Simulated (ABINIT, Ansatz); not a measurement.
## SrTiO3 (Tausonite): G0W0 on several meshes in ABINIT

Wanted: mesh dependence and cost of G0W0 for SrTiO3 (Tausonite).

Method: PBE and many-body steps on it, plane waves, in ABINIT 10.8.3.

### 1. Starting point

The structure is cubic, space group Pm-3m (No. 221). The conventional cell has a = 3.905 Å, b = 3.905 Å, c = 3.905 Å, α = 90.00°, β = 90.00°, γ = 90.00°. Sr has 12 O at 2.76 Å nearest. Nearest to Ti lie 6 O at 1.95 Å. O has 2 Ti at 1.95 Å and 4 Sr at 2.76 Å nearest. Farther neighbours and most contacts between anions are not listed.

The cell and positions come from the Crystallography Open Database and are kept as given unless a step says otherwise.

### 2. Empty states on the mesh, 4×4×4 mesh, 562 bands

This step: ABINIT 10.8.3; DFT, PBE, plane waves, norm-conserving pseudopotentials.

The sums over transitions need many empty states on a uniform mesh; this step solves for them.

run.abi reads:

```
acell 3*1.0 Angstrom
rprim 
  3.905280000000 0.000000000000 0.000000000000
  0.000000000000 3.905280000000 0.000000000000
  0.000000000000 0.000000000000 3.905280000000
ntypat 3
znucl 38 22 8
natom 5
typat 1 2 3 3 3
xred 
  0.500000000000 0.500000000000 0.500000000000
  0.000000000000 0.000000000000 0.000000000000
  0.500000000000 0.000000000000 0.000000000000
  0.000000000000 0.500000000000 0.000000000000
  0.000000000000 0.000000000000 0.500000000000
pp_dirpath "pseudos"
pseudos "Sr.upf, Ti.upf, O.upf"
ecut 38
ngkpt 4 4 4
nshiftk 1
shiftk 0 0 0
kptopt 1
chksymbreak 0
irdden 1
istwfk *1
nband 562
prtvol 0
optdriver 6
gwr_task "HDIAGO"
paral_kgb 0
occopt 1
indata_prefix "in"
outdata_prefix "out"
tmpdata_prefix "tmp"
```

Run with:

```sh
$ OMP_NUM_THREADS=1 mpirun -n 4 abinit run.abi > log
```

The log of the run:

```text
.Version 10.8.3 of ABINIT. v10.8.2 released Aug 2026.

 Symmetries : space group Pm -3 m (#221); Bravais cP (primitive cubic)
[... echo of the input left out ...]
== DATASET  1 ==================================================================
-   mpi_nproc: 4, omp_nthreads: 1 (-1 if OMP is not activated)

--- !DatasetInfo
iteration_state: {dtset: 1, }
dimensions: {natom: 5, nkpt: 10, mband: 562, nsppol: 1, nspinor: 1, nspden: 1, mpw: 4632, }
cutoff_energies: {ecut:  38.0, pawecutdg:  -1.0, }
[...]
Indirect band gap semiconductor
 Fundamental gap:     1.908 (eV)
   VBM:     6.925 (eV) at k: [ 5.0000E-01,  5.0000E-01,  5.0000E-01]
   CBM:     8.833 (eV) at k: [ 0.0000E+00,  0.0000E+00,  0.0000E+00]
 Direct gap:         2.263 (eV) at k: [ 0.0000E+00,  0.0000E+00,  0.0000E+00]

== END DATASET(S) ==============================================================
================================================================================

 -outvars: echo values of variables after computation  --------
           etotal      0.0000000000E+00
            nband         562
             nkpt          10
          spgroup         221
 [... the other variables as echoed above ...]

 Calculation completed.
```

Elapsed: 3.6 min, on 4 MPI ranks of Arm Neoverse V2, shared host; peak memory 4.7 GiB.

This step gave:

* gap: 1.908 eV
* k of the valence top: 0.5, 0.5, 0.5
* k of the conduction bottom: 0, 0, 0
* least direct gap: 2.263 eV
* k points computed: 10
* lowest point of the top converged band, above the valence top: 233.8938 eV

On this mesh the gap is 1.908 eV.

The density comes from a self-consistent run that is not shown.

### 3. Screening, 4×4×4 mesh, 238 bands, screening to 212.2 eV

The RPA dielectric matrix is built and inverted for each q.

This step: RPA screening on PBE, plane waves, norm-conserving pseudopotentials.

run.abi: that of step 2 with these lines changed.

```diff
@@ -23,10 +23,11 @@
 chksymbreak 0
-irdden 1
 istwfk *1
-nband 562
-prtvol 0
-optdriver 6
-gwr_task "HDIAGO"
-paral_kgb 0
 occopt 1
+irdwfk 1
+optdriver 3
+nband 238
+ecuteps 7.8
+inclvkb 2
+awtr 1
+symchi 1
 indata_prefix "in"
```

The log of the run:

```text
.Version 10.8.3 of ABINIT. v10.8.2 released Aug 2026.

 Symmetries : space group Pm -3 m (#221); Bravais cP (primitive cubic)
[... echo of the input left out ...]
== DATASET  1 ==================================================================
-   mpi_nproc: 4, omp_nthreads: 1 (-1 if OMP is not activated)

--- !DatasetInfo
iteration_state: {dtset: 1, }
dimensions: {natom: 5, nkpt: 10, mband: 238, nsppol: 1, nspinor: 1, nspden: 1, mpw: 4632, }
cutoff_energies: {ecut:  38.0, pawecutdg:  -1.0, }
electrons: {nelect:   4.00000000E+01, charge:   0.00000000E+00, occopt:   1.00000000E+00, tsmear:   1.00000000E-02, }

 SCREENING: Calculation of the susceptibility and dielectric matrices

 Based on a program developped by R.W. Godby, V. Olevano, G. Onida, and L. Reining.
 Incorporated in ABINIT by V. Olevano, G.-M. Rignanese, and M. Torrent.
.Using double precision arithmetic ; gwpc =  8

[... cell and pseudopotentials left out ...]
--------------------------------------------------------------------------------

 ==== K-mesh for the wavefunctions ====
 Number of points in the irreducible wedge :    10
[... list of points left out ...]
 Together with 48 symmetry operations and time-reversal symmetry
 yields    64 points in the full Brillouin Zone.

 ==== Q-mesh for the screening function ====
 Number of points in the irreducible wedge :    10
[... list of points left out ...]
 Together with 48 symmetry operations and time-reversal symmetry
 yields    64 points in the full Brillouin Zone.

 setmesh: FFT mesh size selected  =    30x   30x   30
          total number of points  =        27000

 vcoul_init : cutoff-mode = AUXILIARY_FUNCTION
 q-points for optical limit:   1
     1)      0.000010    0.000020    0.000030

- screening: taking advantage of time-reversal symmetry
- Maximum band index for partially occupied states nbvw = 20
- Remaining bands to be divided among processors   nbcw = 218
- Number of bands treated by each node ~54

 Number of electrons calculated from density =   40.0000; Expected =   40.0000
 average of density, n =  0.099519
 r_s =    1.3387
 omega_plasma =   30.4305 [eV]

 calculating chi0 at frequencies [eV] :
  1    0.000000E+00    0.000000E+00
  2    0.000000E+00    3.043050E+01

--------------------------------------------------------------------------------
  q-point number  1        q = ( 0.000000, 0.000000, 0.000000) [r.l.u.]
--------------------------------------------------------------------------------
[... chi0 elements left out ...]
 For q-point:  0.000010 0.000020 0.000030
  dielectric constant =   6.3893
  dielectric constant without local fields =   6.7766

  Average fulfillment of the sum rule on Im[epsilon] for q-point    1 :     78.78  [%]
[... wings left out ...]
  q-point number  2        q = ( 0.250000, 0.000000, 0.000000) [r.l.u.]
--------------------------------------------------------------------------------
[... chi0 elements left out ...]
  Average fulfillment of the sum rule on Im[epsilon] for q-point    2 :     85.50  [%]

 [... 8 further q-points ...]
```

It took 4.2 min on 4 MPI ranks; peak memory 1.9 GiB.

This step gave:

| Item | Value |
| --- | --- |
| ε∞ with local fields, on this mesh, along the program's q direction | 6.389 |
| the same without local fields | 6.777 |
| plasma frequency | 30.43 eV |
| plane waves in the screening matrix | 437 |

Local fields lower ε∞ by 6 %. On a Γ-centred mesh this coarse the value itself is usually too large, while a short band sum pulls it down.

### 4. 4×4×4

The self-energy is evaluated for the states that the input lists, and the levels follow from it, in one-shot runs by the linearised quasiparticle equation.

This step: G0W0 on PBE, plane waves, norm-conserving pseudopotentials.

run.abi: that of step 3 with these lines changed.

```diff
@@ -26,8 +26,17 @@
 irdwfk 1
-optdriver 3
+optdriver 4
 nband 238
+gwcalctyp 0
+ecutsigx 38
+symsigma 1
+nkptgw 2
+kptgw 
+  0.5000000000 0.5000000000 0.5000000000
+  0.0000000000 0.0000000000 0.0000000000
+bdgw 
+  18 23
+  18 23
 ecuteps 7.8
-inclvkb 2
-awtr 1
-symchi 1
+irdscr 1
+ppmodel 1
 indata_prefix "in"
```

The log of the run:

```text
.Version 10.8.3 of ABINIT. v10.8.2 released Aug 2026.

 Symmetries : space group Pm -3 m (#221); Bravais cP (primitive cubic)
[... echo of the input left out ...]
== DATASET  1 ==================================================================
-   mpi_nproc: 4, omp_nthreads: 1 (-1 if OMP is not activated)

--- !DatasetInfo
iteration_state: {dtset: 1, }
dimensions: {natom: 5, nkpt: 10, mband: 238, nsppol: 1, nspinor: 1, nspden: 1, mpw: 4632, }
cutoff_energies: {ecut:  38.0, pawecutdg:  -1.0, }
electrons: {nelect:   4.00000000E+01, charge:   0.00000000E+00, occopt:   1.00000000E+00, tsmear:   1.00000000E-02, }

 SIGMA: Calculation of the GW corrections

 Based on a program developped by R.W. Godby, V. Olevano, G. Onida, and L. Reining.
 Incorporated in ABINIT by V. Olevano, G.-M. Rignanese, and M. Torrent.
.Using double precision arithmetic ; gwpc =  8

[... cell and pseudopotentials left out ...]
--------------------------------------------------------------------------------

 ==== K-mesh for the wavefunctions ====
 Number of points in the irreducible wedge :    10
[... list of points left out ...]
 Together with 48 symmetry operations and time-reversal symmetry
 yields    64 points in the full Brillouin Zone.

 ==== Q-mesh for screening function ====
 Number of points in the irreducible wedge :    10
[... list of points left out ...]
 Together with 48 symmetry operations and time-reversal symmetry
 yields    64 points in the full Brillouin Zone.

 vcoul_init : cutoff-mode = AUXILIARY_FUNCTION
 q-points for optical limit:   1
     1)      0.000010    0.000020    0.000030
 setmesh: FFT mesh size selected  =    45x   45x   45
          total number of points  =        91125

 Number of electrons calculated from density =   40.0000; Expected =   40.0000
 average of density, n =  0.099519
 r_s =    1.3387
 omega_plasma =   30.4305 [eV]

 === KS Band Gaps ===
  >>>> For spin  1
   Minimum direct gap =   2.2628 [eV], located at k-point      :   0.0000  0.0000  0.0000
   Fundamental gap    =   1.9077 [eV], Top of valence bands at :   0.5000  0.5000  0.5000
                                       Bottom of conduction at :   0.0000  0.0000  0.0000
 SIGMA fundamental parameters:
 PLASMON POLE MODEL  1
 number of plane-waves for SigmaX                 4457
 number of plane-waves for SigmaC and W            437
 number of plane-waves for wavefunctions          4457
 number of bands                                   238
 number of independent spin polarizations            1
 number of spinorial components                      1
 number of k-points in IBZ                          10
 number of q-points in IBZ                          10
 number of symmetry operations                      48
 number of k-points in BZ                           64
 number of q-points in BZ                           64
 number of frequencies for dSigma/dE                 9
 frequency step for dSigma/dE [eV]                0.25
 number of omega for Sigma on real axis              0
 max omega for Sigma on real axis  [eV]           0.00
 zcut for avoiding poles [eV]                     0.10

 EPSILON^-1 parameters (SCR file):
 dimension of the eps^-1 matrix on file            437
 dimension of the eps^-1 matrix used               437
 number of plane-waves for wavefunctions          4457
 number of bands                                   238
 number of q-points in IBZ                          10
 number of frequencies                               2
 number of real frequencies                          1
 number of imag frequencies                          1

 matrix elements of self-energy operator (all in [eV])

 Perturbative Calculation

--- !SelfEnergy_ee
iteration_state: {dtset: 1, }
kpoint     : [   0.500,    0.500,    0.500, ]
spin       : 1
KS_gap     :    4.517
QP_gap     :    6.373
Delta_QP_KS:    1.856
data: !SigmaeeData |
     Band     E0 <VxcDFT>   SigX SigC(E0)      Z dSigC/dE  Sig(E)    E-E0       E
       18   6.925 -20.195 -25.189   4.661   0.766  -0.306 -20.450  -0.255   6.670
       19   6.925 -20.195 -25.189   4.661   0.766  -0.306 -20.450  -0.255   6.670
       20   6.925 -20.195 -25.189   4.661   0.766  -0.306 -20.450  -0.255   6.670
       21  11.442 -21.983 -12.959  -6.859   0.739  -0.353 -20.382   1.601  13.043
       22  11.442 -21.983 -12.959  -6.859   0.739  -0.353 -20.382   1.601  13.043
       23  11.442 -21.983 -12.959  -6.859   0.739  -0.353 -20.382   1.601  13.043

--- !SelfEnergy_ee
iteration_state: {dtset: 1, }
kpoint     : [   0.000,    0.000,    0.000, ]
spin       : 1
KS_gap     :    2.263
QP_gap     :    3.854
Delta_QP_KS:    1.591
data: !SigmaeeData |
     Band     E0 <VxcDFT>   SigX SigC(E0)      Z dSigC/dE  Sig(E)    E-E0       E
[...]
21   8.833 -18.883 -11.450  -5.747   0.780  -0.282 -17.568   1.315  10.148
       22   8.833 -18.883 -11.450  -5.747   0.780  -0.282 -17.568   1.315  10.148
       23   8.833 -18.883 -11.450  -5.747   0.780  -0.282 -17.568   1.315  10.148

== END DATASET(S) ==============================================================
================================================================================

 -outvars: echo values of variables after computation  --------
           etotal      0.0000000000E+00
            nband         238
             nkpt          10
          spgroup         221
 [... the other variables as echoed above ...]

 Calculation completed.
```

Run time: 56 s. Hardware: 4 MPI ranks; peak memory 2 GiB; 3.7 min of CPU time.

Numbers from this step:

```yaml
g0w0_gap_on_the_points_computed: 3.478 eV
starting_gap_on_the_mesh: 1.908 eV
k_of_the_valence_top: 0.5, 0.5, 0.5
k_of_the_conduction_bottom: 0, 0, 0
z_at_the_valence_top: 0.766
z_at_the_conduction_bottom: 0.78
least_direct_g0w0_gap_on_the_computed_points: 3.854 eV
```

The gap on the mesh goes from 1.91 eV to 3.48 eV, a correction of +1.57 eV.

### 5. Empty states on the mesh, 6×6×6 mesh, 246 bands

This step: DFT, PBE, plane waves, norm-conserving pseudopotentials.

run.abi: that of step 4 with these lines changed.

```diff
@@ -18,3 +18,3 @@
 ecut 38
-ngkpt 4 4 4
+ngkpt 6 6 6
 nshiftk 1
@@ -23,20 +23,10 @@
 chksymbreak 0
+irdden 1
 istwfk *1
+nband 246
+prtvol 0
+optdriver 6
+gwr_task "HDIAGO"
+paral_kgb 0
 occopt 1
-irdwfk 1
-optdriver 4
-nband 238
-gwcalctyp 0
-ecutsigx 38
-symsigma 1
-nkptgw 2
-kptgw 
-  0.5000000000 0.5000000000 0.5000000000
-  0.0000000000 0.0000000000 0.0000000000
-bdgw 
-  18 23
-  18 23
-ecuteps 7.8
-irdscr 1
-ppmodel 1
 indata_prefix "in"
```

The log of the run:

```text
[banner, memory and clock lines left out]
.Version 10.8.3 of ABINIT. v10.8.2 released Aug 2026.

 Symmetries : space group Pm -3 m (#221); Bravais cP (primitive cubic)
[... echo of the input left out ...]
== DATASET  1 ==================================================================
-   mpi_nproc: 4, omp_nthreads: 1 (-1 if OMP is not activated)

--- !DatasetInfo
iteration_state: {dtset: 1, }
dimensions: {natom: 5, nkpt: 20, mband: 246, nsppol: 1, nspinor: 1, nspden: 1, mpw: 4632, }
cutoff_energies: {ecut:  38.0, pawecutdg:  -1.0, }
[...]
Integrated=    4.0000E+01

 === KS gaps after direct diagonalization ===
 Indirect band gap semiconductor
 Fundamental gap:     1.908 (eV)
   VBM:     6.925 (eV) at k: [ 5.0000E-01,  5.0000E-01,  5.0000E-01]
   CBM:     8.833 (eV) at k: [ 0.0000E+00,  0.0000E+00,  0.0000E+00]
 Direct gap:         2.263 (eV) at k: [ 0.0000E+00,  0.0000E+00,  0.0000E+00]

== END DATASET(S) ==============================================================

 -outvars: echo values of variables after computation  --------
           etotal      0.0000000000E+00
            nband         246
             nkpt          20
          spgroup         221
 [... the other variables as echoed above ...]

 Calculation completed.
```

Elapsed: 5.5 min, on 4 MPI ranks; peak memory 4.7 GiB; 22 min of CPU time.

Numbers from this step:

```
gap                                                           : 1.908 eV
k of the valence top                                          : 0.5, 0.5, 0.5
k of the conduction bottom                                    : 0, 0, 0
least direct gap                                              : 2.263 eV
k points computed                                             : 20
lowest point of the top converged band, above the valence top : 124.7384 eV
```

On this mesh the gap is 1.908 eV.

### 6. Screening, 6×6×6 mesh, 238 bands, screening to 212.2 eV

This step: RPA screening on PBE, plane waves, norm-conserving pseudopotentials.

run.abi: that of step 5 with these lines changed.

```diff
@@ -23,10 +23,11 @@
 chksymbreak 0
-irdden 1
 istwfk *1
-nband 246
-prtvol 0
-optdriver 6
-gwr_task "HDIAGO"
-paral_kgb 0
 occopt 1
+irdwfk 1
+optdriver 3
+nband 238
+ecuteps 7.8
+inclvkb 2
+awtr 1
+symchi 1
 indata_prefix "in"
```

The log of the run:

```text
.Version 10.8.3 of ABINIT. v10.8.2 released Aug 2026.

 Symmetries : space group Pm -3 m (#221); Bravais cP (primitive cubic)
[... echo of the input left out ...]
== DATASET  1 ==================================================================
-   mpi_nproc: 4, omp_nthreads: 1 (-1 if OMP is not activated)

--- !DatasetInfo
iteration_state: {dtset: 1, }
dimensions: {natom: 5, nkpt: 20, mband: 238, nsppol: 1, nspinor: 1, nspden: 1, mpw: 4632, }
cutoff_energies: {ecut:  38.0, pawecutdg:  -1.0, }
electrons: {nelect:   4.00000000E+01, charge:   0.00000000E+00, occopt:   1.00000000E+00, tsmear:   1.00000000E-02, }

 SCREENING: Calculation of the susceptibility and dielectric matrices

 Based on a program developped by R.W. Godby, V. Olevano, G. Onida, and L. Reining.
 Incorporated in ABINIT by V. Olevano, G.-M. Rignanese, and M. Torrent.
.Using double precision arithmetic ; gwpc =  8

[... cell and pseudopotentials left out ...]
--------------------------------------------------------------------------------

 ==== K-mesh for the wavefunctions ====
 Number of points in the irreducible wedge :    20
[... list of points left out ...]
 Together with 48 symmetry operations and time-reversal symmetry
 yields   216 points in the full Brillouin Zone.

 ==== Q-mesh for the screening function ====
 Number of points in the irreducible wedge :    20
[... list of points left out ...]
 Together with 48 symmetry operations and time-reversal symmetry
 yields   216 points in the full Brillouin Zone.

 setmesh: FFT mesh size selected  =    30x   30x   30
          total number of points  =        27000

 vcoul_init : cutoff-mode = AUXILIARY_FUNCTION
 q-points for optical limit:   1
     1)      0.000010    0.000020    0.000030

- screening: taking advantage of time-reversal symmetry
- Maximum band index for partially occupied states nbvw = 20
- Remaining bands to be divided among processors   nbcw = 218
- Number of bands treated by each node ~54

 Number of electrons calculated from density =   40.0000; Expected =   40.0000
 average of density, n =  0.099519
 r_s =    1.3387
 omega_plasma =   30.4305 [eV]

 calculating chi0 at frequencies [eV] :
  1    0.000000E+00    0.000000E+00
  2    0.000000E+00    3.043050E+01

--------------------------------------------------------------------------------
  q-point number  1        q = ( 0.000000, 0.000000, 0.000000) [r.l.u.]
--------------------------------------------------------------------------------
[... chi0 elements left out ...]
 For q-point:  0.000010 0.000020 0.000030
  dielectric constant =   5.9708
  dielectric constant without local fields =   6.3459

  Average fulfillment of the sum rule on Im[epsilon] for q-point    1 :     78.81  [%]
[... wings left out ...]
  q-point number  2        q = ( 0.166667, 0.000000, 0.000000) [r.l.u.]
--------------------------------------------------------------------------------
[... chi0 elements left out ...]
  Average fulfillment of the sum rule on Im[epsilon] for q-point    2 :     87.50  [%]

 [... 18 further q-points ...]
```

Run time: 26 min. Hardware: 4 MPI ranks; peak memory 3.5 GiB; 1.8 h of CPU time.

This step gave:

| Property | Result |
| --- | --- |
| ε∞ with local fields, on this mesh, along the program's q direction | 5.971 |
| the same without local fields | 6.346 |
| plasma frequency | 30.43 eV |
| plane waves in the screening matrix | 437 |

[end of part 1 of 2]

[Paths, hosts, dates, memory and timing lines, banners, echoed tables and standing remarks are left out of the program output.]

[Logs are printed without paths, hosts, clocks, repeated set-up lines and the standing remarks that a program may print on its own settings, such as how far it seeks lower states.]

[Runs of the session that timed out or met a known fault of the program may be left out.]

[Hosts, paths, dates, database ids (printed as entryN), source tags and the programs' standing remarks are cut or masked in the printed files.]

[G0W0 gaps are taken among the corrected bands and points alone; a level outside them can change the order at an edge.]

[Where Ansatz stands beside ABINIT at settings called matched, ABINIT's density can come from a denser mesh and the files from another edition; pairs whose starting gaps differed by over 0.03 eV were left out, so agreement reads better than it is.]
